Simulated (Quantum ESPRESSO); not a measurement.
# How the k mesh moves the magnetism of Fe3Ge, part 2 of 2

Two starts of Fe3Ge are run at each rung of the k mesh.

Quantum ESPRESSO 7.5; PBEsol; plane waves with GBRV 1.5 PBEsol potentials, no spin-orbit coupling (settings of the first rung).

So far, largest spin moment in the atom's sphere (μB): step 2 (rung 1, start ferro +++) 2.41; step 4 (rung 2, start ferro +++) 2.25; step 5 (rung 2, start ferri ++-) 2.10; step 6 (rung 3, start ferro +++) 2.29.

## Step 7: Rung 3, start ferri ++-

Contents of pw.in:

```
&CONTROL
  calculation = 'scf'
  prefix = 'pwscf'
  outdir = './tmp'
  pseudo_dir = './pseudo'
  disk_io = 'nowf'
  tprnfor = .true.
  tstress = .true.
/
&SYSTEM
  ibrav = 0
  nat = 4
  ntyp = 3
  ecutwfc = 40
  ecutrho = 280
  nbnd = 42
  occupations = 'smearing'
  smearing = 'fd'
  degauss = 0.00367493
  nspin = 2
  starting_magnetization(1) = 0.175
  starting_magnetization(2) = -0.175
  starting_magnetization(3) = 0
/
&ELECTRONS
  conv_thr = 8d-09
  electron_maxstep = 150
  mixing_beta = 0.3
/
ATOMIC_SPECIES
Fe1    55.8450 fe_pbesol_v1.5.uspp.F.UPF
Fe2    55.8450 fe_pbesol_v1.5.uspp.F.UPF
Ge     72.6300 ge_pbesol_v1.4.uspp.F.UPF
CELL_PARAMETERS bohr
   6.9173434619    0.0000000000    0.0000000000
   0.0000000000    6.9173434619    0.0000000000
   0.0000000000    0.0000000000    6.9173434619
ATOMIC_POSITIONS crystal
Fe1     0.0000000000    0.5000000000    0.5000000000
Fe1     0.5000000000    0.5000000000    0.0000000000
Fe2     0.5000000000    0.0000000000    0.5000000000
Ge      0.0000000000    0.0000000000    0.0000000000
K_POINTS automatic
6 6 6 0 0 0
```

Started as:

```console
> OMP_NUM_THREADS=1 mpirun -n 2 pw.x -nk 2 -in pw.in > pw.out
```

The log of the run:

```text
     [... lines left out ...]
Program PWSCF v.7.5 starts
     [... lines left out ...]
     number of atoms/cell      =            4
     [... lines left out ...]
     number of electrons       =        62.00
     number of Kohn-Sham states=           42
     kinetic-energy cutoff     =      40.0000  Ry
     charge density cutoff     =     280.0000  Ry
     scf convergence threshold =      8.0E-09
     [... lines left out ...]
     16 Sym. Ops., with inversion, found
     [... lines left out ...]
     number of k points=    40  Fermi-Dirac smearing, width (Ry)=  0.0037
     [... lines left out ...]
     iteration # 19     ecut=    40.00 Ry     beta= 0.30
     [... lines left out ...]
     Magnetic moment per site  (integrated on atomic sphere of radius R)
     atom   1 (R=0.292)  charge= 14.6645  magn=  2.2427
     atom   2 (R=0.292)  charge= 14.6645  magn=  2.2427
     atom   3 (R=0.292)  charge= 14.6802  magn= -1.9719
     atom   4 (R=0.292)  charge= 12.2146  magn= -0.0262
     [... lines left out ...]
     the Fermi energy is    17.2823 ev
!    total energy              =    -963.76637507 Ry
     estimated scf accuracy    <          2.8E-09 Ry
     smearing contrib. (-TS)   =      -0.00329338 Ry
     [... lines left out ...]
     total magnetization       =     2.47 Bohr mag/cell
     absolute magnetization    =     6.71 Bohr mag/cell
     convergence has been achieved in  19 iterations
     [... lines left out ...]
     Total force =     0.000000     Total SCF correction =     0.000000
     [... lines left out ...]
          total   stress  (Ry/bohr**3)                   (kbar)     P=     -101.04
     [... lines left out ...]
```

The job ended after 54 s (2 MPI ranks of Intel Xeon Platinum 8375C at 2.90GHz (Ice Lake), shared host; peak memory 0.29 GiB; 1.8 min of CPU time).

Read from the output:

```
magnetization  : 2.47 μB
final state    : ferrimagnetic
largest moment : 2.243 μB
```

## Step 8: Rung 4, start ferro +++

Contents of pw.in:

```
&CONTROL
  calculation = 'scf'
  prefix = 'pwscf'
  outdir = './tmp'
  pseudo_dir = './pseudo'
  disk_io = 'nowf'
  tprnfor = .true.
  tstress = .true.
/
&SYSTEM
  ibrav = 0
  nat = 4
  ntyp = 2
  ecutwfc = 40
  ecutrho = 280
  nbnd = 45
  occupations = 'smearing'
  smearing = 'fd'
  degauss = 0.00367493
  nspin = 2
  starting_magnetization(1) = 0.175
  starting_magnetization(2) = 0
/
&ELECTRONS
  conv_thr = 8d-09
  electron_maxstep = 150
  mixing_beta = 0.3
/
ATOMIC_SPECIES
Fe     55.8450 fe_pbesol_v1.5.uspp.F.UPF
Ge     72.6300 ge_pbesol_v1.4.uspp.F.UPF
CELL_PARAMETERS bohr
   6.9173434619    0.0000000000    0.0000000000
   0.0000000000    6.9173434619    0.0000000000
   0.0000000000    0.0000000000    6.9173434619
ATOMIC_POSITIONS crystal
Fe      0.0000000000    0.5000000000    0.5000000000
Fe      0.5000000000    0.5000000000    0.0000000000
Fe      0.5000000000    0.0000000000    0.5000000000
Ge      0.0000000000    0.0000000000    0.0000000000
K_POINTS automatic
8 8 8 0 0 0
```

The log of the run:

```text
     [... lines left out ...]
Program PWSCF v.7.5 starts
     [... lines left out ...]
     number of atoms/cell      =            4
     [... lines left out ...]
     number of electrons       =        62.00
     number of Kohn-Sham states=           45
     kinetic-energy cutoff     =      40.0000  Ry
     charge density cutoff     =     280.0000  Ry
     scf convergence threshold =      8.0E-09
     [... lines left out ...]
     48 Sym. Ops., with inversion, found
     [... lines left out ...]
     number of k points=    35  Fermi-Dirac smearing, width (Ry)=  0.0037
     [... lines left out ...]
     iteration # 11     ecut=    40.00 Ry     beta= 0.30
     [... lines left out ...]
     Magnetic moment per site  (integrated on atomic sphere of radius R)
     atom   1 (R=0.292)  charge= 14.6749  magn=  2.2731
     atom   2 (R=0.292)  charge= 14.6749  magn=  2.2731
     atom   3 (R=0.292)  charge= 14.6749  magn=  2.2731
     atom   4 (R=0.292)  charge= 12.2084  magn= -0.1180
     [... lines left out ...]
     the Fermi energy is    17.4313 ev
!    total energy              =    -963.81210933 Ry
     estimated scf accuracy    <          3.4E-09 Ry
     smearing contrib. (-TS)   =      -0.00188123 Ry
     [... lines left out ...]
     total magnetization       =     6.62 Bohr mag/cell
     absolute magnetization    =     7.12 Bohr mag/cell
     convergence has been achieved in  11 iterations
     [... lines left out ...]
     Total force =     0.000000     Total SCF correction =     0.000000
     [... lines left out ...]
          total   stress  (Ry/bohr**3)                   (kbar)     P=     -107.65
     [... lines left out ...]
```

The job ended after 32 s (2 MPI ranks; peak memory 0.28 GiB).

This step gave:

| Quantity | Value |
| --- | --- |
| magnetization | 6.616 μB |
| final state | ferromagnetic |
| largest moment | 2.273 μB |

## Step 9: Rung 4, start ferri ++-

Contents of pw.in:

```
&CONTROL
  calculation = 'scf'
  prefix = 'pwscf'
  outdir = './tmp'
  pseudo_dir = './pseudo'
  disk_io = 'nowf'
  tprnfor = .true.
  tstress = .true.
/
&SYSTEM
  ibrav = 0
  nat = 4
  ntyp = 3
  ecutwfc = 40
  ecutrho = 280
  nbnd = 42
  occupations = 'smearing'
  smearing = 'fd'
  degauss = 0.00367493
  nspin = 2
  starting_magnetization(1) = 0.175
  starting_magnetization(2) = -0.175
  starting_magnetization(3) = 0
/
&ELECTRONS
  conv_thr = 8d-09
  electron_maxstep = 150
  mixing_beta = 0.3
/
ATOMIC_SPECIES
Fe1    55.8450 fe_pbesol_v1.5.uspp.F.UPF
Fe2    55.8450 fe_pbesol_v1.5.uspp.F.UPF
Ge     72.6300 ge_pbesol_v1.4.uspp.F.UPF
CELL_PARAMETERS bohr
   6.9173434619    0.0000000000    0.0000000000
   0.0000000000    6.9173434619    0.0000000000
   0.0000000000    0.0000000000    6.9173434619
ATOMIC_POSITIONS crystal
Fe1     0.0000000000    0.5000000000    0.5000000000
Fe1     0.5000000000    0.5000000000    0.0000000000
Fe2     0.5000000000    0.0000000000    0.5000000000
Ge      0.0000000000    0.0000000000    0.0000000000
K_POINTS automatic
8 8 8 0 0 0
```

The log of the run:

```text
     [... lines left out ...]
Program PWSCF v.7.5 starts
     [... lines left out ...]
     number of atoms/cell      =            4
     [... lines left out ...]
     number of electrons       =        62.00
     number of Kohn-Sham states=           42
     kinetic-energy cutoff     =      40.0000  Ry
     charge density cutoff     =     280.0000  Ry
     scf convergence threshold =      8.0E-09
     [... lines left out ...]
     16 Sym. Ops., with inversion, found
     [... lines left out ...]
     number of k points=    75  Fermi-Dirac smearing, width (Ry)=  0.0037
     [... lines left out ...]
     iteration # 19     ecut=    40.00 Ry     beta= 0.30
     [... lines left out ...]
     Magnetic moment per site  (integrated on atomic sphere of radius R)
     atom   1 (R=0.292)  charge= 14.6632  magn=  2.2819
     atom   2 (R=0.292)  charge= 14.6632  magn=  2.2819
     atom   3 (R=0.292)  charge= 14.6828  magn= -1.9291
     atom   4 (R=0.292)  charge= 12.2153  magn= -0.0265
     [... lines left out ...]
     the Fermi energy is    17.2900 ev
!    total energy              =    -963.76646033 Ry
     estimated scf accuracy    <          2.5E-09 Ry
     smearing contrib. (-TS)   =      -0.00329576 Ry
     [... lines left out ...]
     total magnetization       =     2.59 Bohr mag/cell
     absolute magnetization    =     6.75 Bohr mag/cell
     convergence has been achieved in  19 iterations
     [... lines left out ...]
     Total force =     0.000000     Total SCF correction =     0.000000
     [... lines left out ...]
          total   stress  (Ry/bohr**3)                   (kbar)     P=      -99.07
     [... lines left out ...]
```

The job ended after 94 s (2 MPI ranks; peak memory 0.36 GiB; 3.1 min of CPU time).

This step gave:

```
magnetization  : 2.591 μB
final state    : ferrimagnetic
largest moment : 2.282 μB
```

## Step 10: Rung 5, start ferro +++

Contents of pw.in:

```
&CONTROL
  calculation = 'scf'
  prefix = 'pwscf'
  outdir = './tmp'
  pseudo_dir = './pseudo'
  disk_io = 'nowf'
  tprnfor = .true.
  tstress = .true.
/
&SYSTEM
  ibrav = 0
  nat = 4
  ntyp = 2
  ecutwfc = 40
  ecutrho = 280
  nbnd = 45
  occupations = 'smearing'
  smearing = 'fd'
  degauss = 0.00367493
  nspin = 2
  starting_magnetization(1) = 0.175
  starting_magnetization(2) = 0
/
&ELECTRONS
  conv_thr = 8d-09
  electron_maxstep = 150
  mixing_beta = 0.3
/
ATOMIC_SPECIES
Fe     55.8450 fe_pbesol_v1.5.uspp.F.UPF
Ge     72.6300 ge_pbesol_v1.4.uspp.F.UPF
CELL_PARAMETERS bohr
   6.9173434619    0.0000000000    0.0000000000
   0.0000000000    6.9173434619    0.0000000000
   0.0000000000    0.0000000000    6.9173434619
ATOMIC_POSITIONS crystal
Fe      0.0000000000    0.5000000000    0.5000000000
Fe      0.5000000000    0.5000000000    0.0000000000
Fe      0.5000000000    0.0000000000    0.5000000000
Ge      0.0000000000    0.0000000000    0.0000000000
K_POINTS automatic
10 10 10 0 0 0
```

The log of the run:

```text
     [... lines left out ...]
Program PWSCF v.7.5 starts
     [... lines left out ...]
     number of atoms/cell      =            4
     [... lines left out ...]
     number of electrons       =        62.00
     number of Kohn-Sham states=           45
     kinetic-energy cutoff     =      40.0000  Ry
     charge density cutoff     =     280.0000  Ry
     scf convergence threshold =      8.0E-09
     [... lines left out ...]
     48 Sym. Ops., with inversion, found
     [... lines left out ...]
     number of k points=    56  Fermi-Dirac smearing, width (Ry)=  0.0037
     [... lines left out ...]
     iteration # 12     ecut=    40.00 Ry     beta= 0.30
     [... lines left out ...]
     Magnetic moment per site  (integrated on atomic sphere of radius R)
     atom   1 (R=0.292)  charge= 14.6746  magn=  2.2752
     atom   2 (R=0.292)  charge= 14.6746  magn=  2.2752
     atom   3 (R=0.292)  charge= 14.6746  magn=  2.2752
     atom   4 (R=0.292)  charge= 12.2085  magn= -0.1172
     [... lines left out ...]
     the Fermi energy is    17.4234 ev
!    total energy              =    -963.81171200 Ry
     estimated scf accuracy    <          1.4E-09 Ry
     smearing contrib. (-TS)   =      -0.00219391 Ry
     [... lines left out ...]
     total magnetization       =     6.63 Bohr mag/cell
     absolute magnetization    =     7.13 Bohr mag/cell
     convergence has been achieved in  12 iterations
     [... lines left out ...]
     Total force =     0.000000     Total SCF correction =     0.000000
     [... lines left out ...]
          total   stress  (Ry/bohr**3)                   (kbar)     P=     -106.78
     [... lines left out ...]
```

Wall time 51 s (2 MPI ranks); peak memory 0.26 GiB.

This step gave:

| Item | Value |
| --- | --- |
| magnetization | 6.626 μB |
| final state | ferromagnetic |
| largest moment | 2.275 μB |

## Step 11: Rung 5, start ferri ++-

Contents of pw.in:

```
&CONTROL
  calculation = 'scf'
  prefix = 'pwscf'
  outdir = './tmp'
  pseudo_dir = './pseudo'
  disk_io = 'nowf'
  tprnfor = .true.
  tstress = .true.
/
&SYSTEM
  ibrav = 0
  nat = 4
  ntyp = 3
  ecutwfc = 40
  ecutrho = 280
  nbnd = 42
  occupations = 'smearing'
  smearing = 'fd'
  degauss = 0.00367493
  nspin = 2
  starting_magnetization(1) = 0.175
  starting_magnetization(2) = -0.175
  starting_magnetization(3) = 0
/
&ELECTRONS
  conv_thr = 8d-09
  electron_maxstep = 150
  mixing_beta = 0.3
/
ATOMIC_SPECIES
Fe1    55.8450 fe_pbesol_v1.5.uspp.F.UPF
Fe2    55.8450 fe_pbesol_v1.5.uspp.F.UPF
Ge     72.6300 ge_pbesol_v1.4.uspp.F.UPF
CELL_PARAMETERS bohr
   6.9173434619    0.0000000000    0.0000000000
   0.0000000000    6.9173434619    0.0000000000
   0.0000000000    0.0000000000    6.9173434619
ATOMIC_POSITIONS crystal
Fe1     0.0000000000    0.5000000000    0.5000000000
Fe1     0.5000000000    0.5000000000    0.0000000000
Fe2     0.5000000000    0.0000000000    0.5000000000
Ge      0.0000000000    0.0000000000    0.0000000000
K_POINTS automatic
10 10 10 0 0 0
```

The log of the run:

```text
     [... lines left out ...]
Program PWSCF v.7.5 starts
     [... lines left out ...]
     number of atoms/cell      =            4
     [... lines left out ...]
     number of electrons       =        62.00
     number of Kohn-Sham states=           42
     kinetic-energy cutoff     =      40.0000  Ry
     charge density cutoff     =     280.0000  Ry
     scf convergence threshold =      8.0E-09
     [... lines left out ...]
     16 Sym. Ops., with inversion, found
     [... lines left out ...]
     number of k points=   126  Fermi-Dirac smearing, width (Ry)=  0.0037
     [... lines left out ...]
     iteration # 18     ecut=    40.00 Ry     beta= 0.30
     [... lines left out ...]
     Magnetic moment per site  (integrated on atomic sphere of radius R)
     atom   1 (R=0.292)  charge= 14.6630  magn=  2.2886
     atom   2 (R=0.292)  charge= 14.6630  magn=  2.2886
     atom   3 (R=0.292)  charge= 14.6828  magn= -1.9306
     atom   4 (R=0.292)  charge= 12.2155  magn= -0.0264
     [... lines left out ...]
     the Fermi energy is    17.2901 ev
!    total energy              =    -963.76646125 Ry
     estimated scf accuracy    <          6.3E-09 Ry
     smearing contrib. (-TS)   =      -0.00323057 Ry
     [... lines left out ...]
     total magnetization       =     2.60 Bohr mag/cell
     absolute magnetization    =     6.76 Bohr mag/cell
     convergence has been achieved in  18 iterations
     [... lines left out ...]
     Total force =     0.000000     Total SCF correction =     0.000000
     [... lines left out ...]
          total   stress  (Ry/bohr**3)                   (kbar)     P=      -98.32
     [... lines left out ...]
```

Elapsed: 2.3 min, on 2 MPI ranks; peak memory 0.45 GiB.

Numbers from this step:

```
magnetization  : 2.604 μB
final state    : ferrimagnetic
largest moment : 2.289 μB
```

## Step 12: Side by side

Ferrimagnetic means that a moment over 0.15 μB on a transition or rare-earth metal, induced ones included, opposes the net moment. Ladder, by row:

```
rung      mesh  state from the first start  state from the second start  second less first (meV a seeded atom)  moment, first (μB)  moment, second (μB)  CPU time (s)
   1     2x2x2               ferromagnetic                ferrimagnetic                                  162.3               2.414                2.306         52.69
   2     4x4x4               ferromagnetic                ferrimagnetic                                  219.1               2.254                2.103         80.82
   3     6x6x6               ferromagnetic                ferrimagnetic                                  207.7                2.29                2.243         151.6
   4     8x8x8               ferromagnetic                ferrimagnetic                                    207               2.273                2.282         251.1
   5  10x10x10               ferromagnetic                ferrimagnetic                                  205.2               2.275                2.289         382.6
```

## Step 13: What came out

```yaml
range_of_the_largest_moment_first_start: 2.25 to 2.41 μB; second start 2.10 to 2.31 μB
range_of_cpu_time: 53 s to 6.4 min
range_of_the_energy_difference: 162 to 219 meV a seeded atom
first_rung_that_agrees_with_the_last_margins_below: 3
```

What this shows: From rung 3 on the states are those of the last rung, the moments stay within 0.05 μB of it and the difference within 10 meV; rung 3 took 40 % of its CPU time.

[Logs and program files are shortened in this print: banners, set-up blocks, solver, clock and traceback lines can be left out without a mark of their own.]

[Logs are printed without paths, hosts, clocks, repeated set-up lines and the standing remarks that a program may print on its own settings, such as how far it seeks lower states.]

[Hosts, paths, dates, database ids (printed as entryN), source tags and the programs' standing remarks are cut or masked in the printed files.]

[Where a cell is said to come from a database of computed structures, the database is the Materials Project.]
